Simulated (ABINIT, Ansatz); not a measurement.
Planning a run of ABINIT 10.8.3 on TePb (Fm-3m). The input:

```
acell 3*1.0 Angstrom
rprim 
  -0.000000000000 3.231000000000 3.231000000000
  3.231000000000 0.000000000000 3.231000000000
  3.231000000000 3.231000000000 0.000000000000
ntypat 2
znucl 52 82
natom 2
typat 1 2
xred 
  0.500000000000 0.500000000000 0.500000000000
  0.000000000000 0.000000000000 0.000000000000
pp_dirpath "pseudos"
pseudos "Te.upf, Pb.upf"
ecut 39
ngkpt 4 4 4
nshiftk 1
shiftk 0 0 0
kptopt 1
chksymbreak 0
istwfk *1
occopt 1
irdwfk 1
optdriver 3
nband 56
ecuteps 3.6
inclvkb 2
awtr 1
symchi 1
indata_prefix "in"
outdata_prefix "out"
tmpdata_prefix "tmp"
```

```sh
OMP_NUM_THREADS=1 mpirun -n 4 abinit run.abi > log
```

Estimate wall time and host memory on 4 MPI ranks of Intel Xeon Platinum 8488C (Sapphire Rapids), shared host.

It took 21 s; on shared hardware allow 10 s to 41 s. Peak host memory was 1.0 GiB.

[Paths, hosts, dates, memory and timing lines, banners, echoed tables and standing remarks are left out of the program output.]

[Logs are printed without paths, hosts, clocks, repeated set-up lines and the standing remarks that a program may print on its own settings, such as how far it seeks lower states.]

[Runs of the session that timed out or met a known fault of the program may be left out.]

[Hosts, paths, dates, database ids (printed as entryN), source tags and the programs' standing remarks are cut or masked in the printed files.]

[G0W0 gaps are taken among the corrected bands and points alone; a level outside them can change the order at an edge.]

[Where Ansatz stands beside ABINIT at settings called matched, ABINIT's density can come from a denser mesh and the files from another edition; pairs whose starting gaps differed by over 0.03 eV were left out, so agreement reads better than it is.]
